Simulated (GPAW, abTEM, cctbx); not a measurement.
# MgPbO2: the scripts behind a bonding study

Short scripts, each with its output. The cell comes from substitution in a known structure type and wasn't matched to any measured phase.

## Step 1: Relax the structure

```text
cell
1.0
     3.672000000    0.000000000    0.000000000
    -1.836000000    3.180045283    0.000000000
     0.000000000    0.000000000    5.883000000
Pb Mg O
1 1 2
Direct
0.000000000 0.000000000 0.010400000
0.666666667 0.333333333 0.501100000
0.000000000 0.000000000 0.385600000
0.666666667 0.333333333 0.881200000
```

```python
from ase.constraints import FixSymmetry
from ase.filters import FrechetCellFilter
from ase.io import read, write
from ase.optimize import BFGS
from ase.parallel import parprint
from gpaw import GPAW, PW, FermiDirac

atoms = read("start.vasp")
atoms.set_constraint(FixSymmetry(atoms))
atoms.calc = GPAW(mode=PW(900), xc="PBE", kpts={"size": (5, 5, 3), "gamma": True},
                 occupations=FermiDirac(0.05), maxiter=120, symmetry={"tolerance": 1e-5}, txt="relax.txt")
BFGS(FrechetCellFilter(atoms), maxstep=0.15).run(fmax=0.03, steps=40)
parprint("cell  %.4f %.4f %.4f  %.2f %.2f %.2f" % tuple(atoms.cell.cellpar()))
parprint("volume %.3f A^3, largest force %.3f eV/A, largest stress %.2f GPa" % (atoms.get_volume(), abs(atoms.get_forces()).max(), 160.218 * abs(atoms.get_stress()).max()))
atoms.set_constraint()
write("relaxed.vasp", atoms, direct=True)
```

```console
$ OMP_NUM_THREADS=1 mpirun -n 4 gpaw python run.py > gpaw.log
```

```text
      Step        Energy          fmax
BFGS:    0      -21.459765        2.874409
BFGS:    1      -21.664907        2.321586
BFGS:    2      -22.160480        0.986757
BFGS:    3      -22.242242        0.576967
BFGS:    4      -22.255235        0.539491
BFGS:    5      -22.333537        0.513683
BFGS:    6      -22.355721        0.502393
BFGS:    7      -22.368819        0.349804
BFGS:    8      -22.380102        0.398363
BFGS:    9      -22.400475        0.407686
BFGS:   10      -22.423446        0.495268
BFGS:   11      -22.436678        0.314183
BFGS:   12      -22.440207        0.205749
BFGS:   13      -22.441804        0.098059
BFGS:   14      -22.442710        0.045341
BFGS:   15      -22.442902        0.028313
cell  3.4663 3.4663 6.4099  90.00 90.00 120.00
volume 66.699 A^3, largest force 0.023 eV/A, largest stress 0.27 GPa
```

Time: 2.3 min on 4 cores of Intel(R) Xeon(R) Platinum 8259CL CPU @ 2.50GHz (Skylake/Cascade Lake) (shared host), peak memory 1.1 GiB.

## Step 2: Build the all-electron density and subtract free atoms

```text
cell
1.0
     3.466335180    0.000000000    0.000000000
    -1.733167590    3.001934320    0.000000000
     0.000000000    0.000000000    6.409890480
Pb Mg O
1 1 2
Direct
0.000000000 0.000000000 0.006837420
0.666666670 0.333333330 0.506076480
0.000000000 0.000000000 0.438928100
0.666666670 0.333333330 0.826477430
```

```python
import numpy as np
from ase.io import read
from ase.units import Bohr
from gpaw import GPAW, PW, FermiDirac
from gpaw.calculator import GPAW as OldGPAW
from gpaw.mpi import serial_comm, world
from scipy.special import erfc
from scipy.spatial import cKDTree

atoms = read("cell.vasp")
atoms.calc = GPAW(mode=PW(550), xc="PBE", kpts={"size": (6, 6, 3), "gamma": True},
                 occupations=FermiDirac(0.05), maxiter=120, symmetry={"tolerance": 1e-5}, txt="scf.txt")
atoms.get_potential_energy()
rho = atoms.calc.get_all_electron_density(gridrefinement=2)
moments = atoms.get_magnetic_moments() if atoms.calc.get_number_of_spins() == 2 else np.zeros(len(atoms))
total = atoms.get_magnetic_moment() if moments.any() else 0.0
if world.rank == 0:
    free = OldGPAW(mode=PW(550), xc="PBE", txt=None, communicator=serial_comm)
    neutral = atoms.copy()
    neutral.set_initial_magnetic_moments(None)
    free.initialize(neutral)
    free.set_positions(neutral)
    drho = rho - free.get_all_electron_density(gridrefinement=2)
    # GPAW starts from confined atoms: exchange their smooth part for that of the datasets' free atoms
    h = np.stack(np.meshgrid(*[np.fft.fftfreq(n, 1 / n) for n in drho.shape], indexing="ij"), -1)
    gabs = np.linalg.norm(h @ atoms.cell.reciprocal(), axis=-1)
    tails = np.fft.fftn(free.get_pseudo_density(gridrefinement=2))
    g, form, v0 = np.linspace(0, gabs.max(), 1500), {}, 0
    for e in set(atoms.symbols):
        idx = atoms.symbols.search(e)
        d = free.setups[idx[0]].data
        r, w = d.rgd.r_g * Bohr, d.rgd.r_g**2 * d.rgd.dr_g
        j0 = np.sinc(2 * g[:, None] * r)
        smooth = sum(f * p**2 for f, p in zip(d.f_j, d.phit_jg)) + np.sqrt(4 * np.pi) * d.nct_g
        full = sum(f * p**2 for f, p in zip(d.f_j, d.phi_jg)) + np.sqrt(4 * np.pi) * d.nc_g
        phase = sum(np.exp(-2j * np.pi * h @ s) for s in atoms.get_scaled_positions()[idx])
        tails -= np.interp(gabs, g, j0 @ (smooth * w)) * phase * drho.size / atoms.get_volume()
        form[e] = j0 @ (full * w)
        v0 += 2 * np.pi / 3 * 14.3996 * (full * w * r**2).sum() * len(idx)  # V A^3
    tails *= 0.5 * erfc((gabs - 1.8) / 0.25)  # the tails differ at long wavelengths alone
    drho += np.fft.ifftn(tails).real  # crystal minus superposed spherical free atoms
    np.save("drho.npy", drho)
    dv = atoms.get_volume() / drho.size
    print("grid", drho.shape, " electrons %.3f" % (rho.sum() * dv), " moved by bonding %.3f e" % (abs(drho).sum() * dv / 2))
    pts = np.indices(drho.shape).reshape(3, -1).T / drho.shape @ atoms.cell
    shifts = (np.indices((3, 3, 3)).reshape(3, -1).T - 1) @ atoms.cell
    images = (atoms.positions[None] + shifts[:, None]).reshape(-1, 3)
    dist, idx = cKDTree(images).query(pts, k=4)
    out = drho.ravel()[dist[:, 0] > 0.5]
    print("deformation density beyond 0.5 A of the nuclei: max %.3f, min %.3f e/A^3" % (out.max(), out.min()))
    tie = dist < dist[:, :1] + 1e-4
    q = -np.bincount((idx % len(atoms))[tie], (drho.ravel()[:, None] / tie.sum(1, keepdims=True) * tie)[tie], len(atoms)) * dv
    print("atom        x       y       z   Voronoi charge  moment")
    for a, s, c, m in zip(atoms, atoms.get_scaled_positions(), q, moments):
        print("%-2s%-3d %7.4f %7.4f %7.4f %10.3f %10.2f" % (a.symbol, a.index + 1, *s, c, m))
    np.savez("free.npz", g=g, **form)
    print("mean inner potential of superposed free atoms %.3f V" % (v0 / atoms.get_volume()))
    print("total magnetic moment %.3f muB" % total)
```

```console
$ OMP_NUM_THREADS=1 mpirun -n 4 gpaw python run.py > gpaw.log
```

```text
grid (40, 40, 70)  electrons 110.000  moved by bonding 1.134 e
deformation density beyond 0.5 A of the nuclei: max 0.250, min -0.078 e/A^3
atom        x       y       z   Voronoi charge  moment
Pb1    0.0000  0.0000  0.0068      0.392       0.00
Mg2    0.6667  0.3333  0.5061      0.404       0.00
O 3    0.0000  0.0000  0.4389     -0.486       0.00
O 4    0.6667  0.3333  0.8265     -0.310       0.00
mean inner potential of superposed free atoms 15.998 V
total magnetic moment 0.000 muB
```

Time: 13 s.

## Step 3: Fourier-transform the difference

```python
from cctbx import adptbx, crystal, miller, xray
from cctbx.eltbx import tiny_pse
import numpy as np

cs = crystal.symmetry(unit_cell=(3.4663, 3.4663, 6.4099, 90, 90, 120), space_group_symbol='Hall: P 3 -2"')  # P3m1
atoms = [  # label, site, U (iso, or U11 U22 U33 U12 U13 U23 in A^2), occupancy
    ("Pb1", (0, 0, 0.00684), 0.0000, 1),
    ("Mg1", (2/3, 1/3, 0.50608), 0.0000, 1),
    ("O1", (0, 0, 0.43893), 0.0000, 1),
    ("O2", (2/3, 1/3, 0.82648), 0.0000, 1),
]
xs = xray.structure(crystal_symmetry=cs)
for label, site, u, occ in atoms:
    u = adptbx.u_cif_as_u_star(cs.unit_cell(), u) if isinstance(u, tuple) else u
    xs.add_scatterer(xray.scatterer(label, site=site, u=u, occupancy=occ))
xs.scattering_type_registry(table="wk1995")
drho = np.load("drho.npy")
T = np.array([[1, 0, 0], [0, 1, 0], [0, 0, 1]])  # conventional axes in terms of the primitive ones
dF = np.fft.ifftn(drho) * 66.69946  # electrons a conventional cell, indexed by primitive hkl
ms = miller.build_set(cs, anomalous_flag=False, d_min=0.9).sort("resolution")
iam = ms.structure_factors_from_scatterers(xs, algorithm="direct").f_calc()
p1 = xs.expand_to_p1()
z = np.array([tiny_pse.table(sc.scattering_type).atomic_number() for sc in p1.scatterers()])
x = np.array(p1.sites_frac())
free = np.load("free.npz")
print("static structure factors of the conventional cell: F in electrons, V (Mott-Bethe) in volts")
print("   h  k  l      d  |F| table  |F| free   |F| DFT   change   |V| free  |V| DFT  change %")
for h, d, table in list(zip(ms.indices(), ms.d_spacings().data(), iam.data()))[:16]:
    df = dF[tuple(np.rint(np.linalg.solve(T, h)).astype(int))]
    phase = np.exp(2j * np.pi * x @ h)
    f = sum(np.interp(1 / d, free["g"], free[sc.scattering_type]) * p for sc, p in zip(p1.scatterers(), phase))
    fz = (z * phase).sum()
    c = 14.3996 * d * d / (np.pi * cs.unit_cell().volume())
    v0, v1 = abs(fz - f) * c, abs(fz - f - df) * c
    print("%4d%3d%3d %7.4f %9.3f %9.3f %9.3f %8.3f %9.3f %8.3f %8s" % (h + (d, abs(table), abs(f), abs(f + df), abs(f + df) - abs(f), v0, v1, "%.1f" % (100 * (v1 / v0 - 1)) if v0 > 0.02 else "-")))
```

```console
$ python run.py
```

```text
static structure factors of the conventional cell: F in electrons, V (Mott-Bethe) in volts
   h  k  l      d  |F| table  |F| free   |F| DFT   change   |V| free  |V| DFT  change %
   0  0  1  6.4099    64.648    64.550    64.305   -0.246     4.735    5.415     14.4
   0  0  2  3.2050    83.231    83.189    83.312    0.122     8.325    8.210     -1.4
   1  0  0  3.0019    72.011    71.940    72.299    0.359     6.271    6.022     -4.0
   1  0  1  2.7185    65.013    65.048    64.390   -0.658     4.767    5.057      6.1
   1  0 -1  2.7185    73.307    73.284    73.163   -0.121     6.077    6.143      1.1
   1  0  2  2.1909    64.918    64.897    65.009    0.112     4.636    4.602     -0.7
   1  0 -2  2.1909    71.652    71.590    71.990    0.400     5.840    5.708     -2.3
   0  0  3  2.1366    52.538    52.572    52.416   -0.156     2.694    2.707      0.5
   1  0  3  1.7407    69.685    69.646    69.740    0.093     5.262    5.237     -0.5
   1  0 -3  1.7407    66.599    66.575    66.624    0.050     4.532    4.522     -0.2
   1  1  0  1.7331    78.644    78.577    78.742    0.165     6.486    6.452     -0.5
   1  1  1  1.6731    52.375    52.398    52.402    0.005     2.670    2.667     -0.1
   0  0  4  1.6025    66.883    66.848    66.907    0.059     4.348    4.337     -0.2
   1  1  2  1.5245    67.080    67.039    67.062    0.022     4.490    4.486     -0.1
   2  0  0  1.5010    58.379    58.374    58.307   -0.068     3.681    3.690      0.3
   2  0  1  1.4614    60.923    60.896    61.002    0.106     3.580    3.565     -0.4
```

Time: 0.29 s on 1 core of Intel(R) Xeon(R) Platinum 8259CL CPU @ 2.50GHz (Skylake/Cascade Lake) (shared host), peak memory 0.08 GiB.

## Step 4: Rock the beam across one reflection

```python
import abtem
import numpy as np
from ase.build import make_supercell
from ase.io import read

abtem.config.set({"dask.lazy": False, "fft": "fftw", "diagnostics.progress_bar": False})
M = [[0, 1, 0], [0, 0, 1], [2, 1, 0]]  # rows: x, y and beam direction in the primitive cell's axes
unit = make_supercell(read("cell.vasp"), M)
unit.set_cell(list(unit.cell.lengths()) + [90, 90, 90], scale_atoms=True)
unit.positions[:, 2] += 0.5003  # keeps atomic planes off the slice boundaries
unit.wrap()
slab = unit * (1, 1, 152)
print(slab.get_chemical_formula(), "| box %.2f x %.2f x %.2f A" % tuple(slab.cell.lengths()))

# change of the potential by bonding, from the DFT deformation density (Poisson's equation term by term)
drho = np.load("drho.npy")
prim = read("cell.vasp")
h = np.stack(np.meshgrid(*[np.fft.fftfreq(n, 1 / n) for n in drho.shape], indexing="ij"), -1).reshape(-1, 3).astype(int)
g2 = ((h @ prim.cell.reciprocal()) ** 2).sum(1)
keep = (g2 > 0) & (g2 < 2.5**2)
shape = (78, 143, 36)
vg = np.zeros(shape, complex)
hm = h[keep] @ np.array(M).T
move = np.exp(-2j * np.pi * hm[:, 2] * (0.5003 / unit.cell[2, 2] - 0.5 / shape[2]))  # the same shift, sampled at mid-points
vg[tuple(hm.T % np.array(shape)[:, None])] = -14.3996 / np.pi * (np.fft.fftn(drho).ravel() / drho.size)[keep] / g2[keep] * move
dV = np.fft.ifftn(vg).real * vg.size
dV = dV.reshape(78, 143, 6, 6).mean(3) * unit.cell[2, 2] / 6  # V A, projected in each slice
dV = np.tile(dV.transpose(2, 0, 1), (152, 1, 1))


def build(atoms):
    p = abtem.Potential(atoms, gpts=(78, 143), slice_thickness=[slab.cell[2, 2] / 912] * 912,
                        parametrization="lobato", projection="infinite", exit_planes=228).build()
    p.array[:] += BONDING * dV
    return p


def potentials():
    yield build(slab)  # atoms at rest


for label, BONDING in (("IAM", 0.0), ("DFT", 1.0)):
    print("=====", label)
    potential = build(slab)
    print("grid", potential.gpts, "slices", potential.num_slices)
    thickness = potential.exit_thicknesses
    h = np.array(M) @ np.linalg.solve(np.array([[1, 0, 0], [0, 1, 0], [0, 0, 1]]), [0, 0, 1])
    ix, iy = round(h[0]) * 1, round(h[1]) * 1
    gxy = h[:2] / unit.cell.lengths()[:2]
    along = gxy / np.hypot(*gxy)
    across = np.array([-along[1], along[0]])
    bragg = 500 * abtem.PlaneWave(energy=300000).wavelength * np.hypot(*gxy)
    print("Bragg angle %.3f mrad; beam tilted 37 mrad off the zone axis across the row" % bragg)
    print("dark-field intensity of 0 0 1 against tilt along the row, in Bragg angles")
    print("  t (A)" + "".join("%8.2f" % s for s in [0.2, 0.4, 0.6, 0.8, 1.0, 1.2, 1.4, 1.6, 1.8, 2.0, 2.2, 2.4, 2.6]))
    rows = []
    row = [(n * ix, n * iy) for n in range(-8, 9)]
    for s in [0.2, 0.4, 0.6, 0.8, 1.0, 1.2, 1.4, 1.6, 1.8, 2.0, 2.2, 2.4, 2.6]:
        tilt = -s * bragg * along + 37 * across
        dp = abtem.PlaneWave(energy=300000, tilt=tuple(tilt)).multislice(potential).diffraction_patterns(max_angle="valid").array
        rows.append(dp[:, dp.shape[1] // 2 + ix, dp.shape[2] // 2 + iy])
        if s == 1.0:
            cx, cy = dp.shape[1] // 2, dp.shape[2] // 2
            share = sum(dp[:, cx + i, cy + j] for i, j in row if abs(i) < cx and abs(j) < cy) / dp.sum(axis=(1, 2))
            total = dp.sum(axis=(1, 2))
    for t, a in list(zip(thickness, np.array(rows).T))[1:]:
        print("%7.1f" % t + "".join("%8.4f" % v for v in a))
    print("at the Bragg tilt, share in the row:", share[1:].round(3).tolist(), "total:", total[1:].round(3).tolist())
```

```console
$ python run.py
```

```text
Mg304O608Pb304 | box 3.47 x 6.41 x 912.59 A
===== IAM
grid (78, 143) slices 912
Bragg angle 1.536 mrad; beam tilted 37 mrad off the zone axis across the row
dark-field intensity of 0 0 1 against tilt along the row, in Bragg angles
  t (A)    0.20    0.40    0.60    0.80    1.00    1.20    1.40    1.60    1.80    2.00    2.20    2.40    2.60
  228.1  0.1107  0.1182  0.1238  0.1279  0.1297  0.1284  0.1245  0.1186  0.1105  0.1018  0.0935  0.0848  0.0749
  456.3  0.0394  0.0554  0.0710  0.0883  0.0934  0.0891  0.0741  0.0564  0.0407  0.0234  0.0070  0.0028  0.0097
  684.4  0.0366  0.0215  0.0101  0.0196  0.0264  0.0204  0.0113  0.0234  0.0390  0.0572  0.0956  0.2090  0.3053
  912.6  0.1735  0.2393  0.1744  0.1350  0.1812  0.1354  0.1797  0.2402  0.1800  0.1205  0.2193  0.4062  0.4059
at the Bragg tilt, share in the row: [0.8399999737739563, 0.8289999961853027, 0.7889999747276306, 0.8069999814033508] total: [0.9890000224113464, 0.9789999723434448, 0.9710000157356262, 0.9549999833106995]
===== DFT
grid (78, 143) slices 912
Bragg angle 1.536 mrad; beam tilted 37 mrad off the zone axis across the row
dark-field intensity of 0 0 1 against tilt along the row, in Bragg angles
  t (A)    0.20    0.40    0.60    0.80    1.00    1.20    1.40    1.60    1.80    2.00    2.20    2.40    2.60
  228.1  0.1124  0.1211  0.1276  0.1324  0.1344  0.1328  0.1282  0.1212  0.1119  0.1018  0.0922  0.0822  0.0713
  456.3  0.1016  0.1333  0.1715  0.2093  0.2184  0.2106  0.1764  0.1346  0.1030  0.0763  0.0500  0.0387  0.0383
  684.4  0.0431  0.0343  0.0625  0.0992  0.1373  0.0983  0.0613  0.0333  0.0431  0.0385  0.0115  0.0447  0.0967
  912.6  0.0461  0.0764  0.0202  0.0036  0.0124  0.0038  0.0220  0.0760  0.0494  0.0225  0.0848  0.2740  0.3195
at the Bragg tilt, share in the row: [0.8370000123977661, 0.8349999785423279, 0.7860000133514404, 0.8069999814033508] total: [0.9890000224113464, 0.9789999723434448, 0.9700000286102295, 0.9610000252723694]
```

Time: 46 s.

[Outputs are excerpts: Python notices, other lines and further rows are left out; steps that failed or that the build refused (PBEsol, TPSS) are not shown.]

[Logs are printed without paths, hosts, clocks, repeated set-up lines and the standing remarks that a program may print on its own settings, such as how far it seeks lower states.]
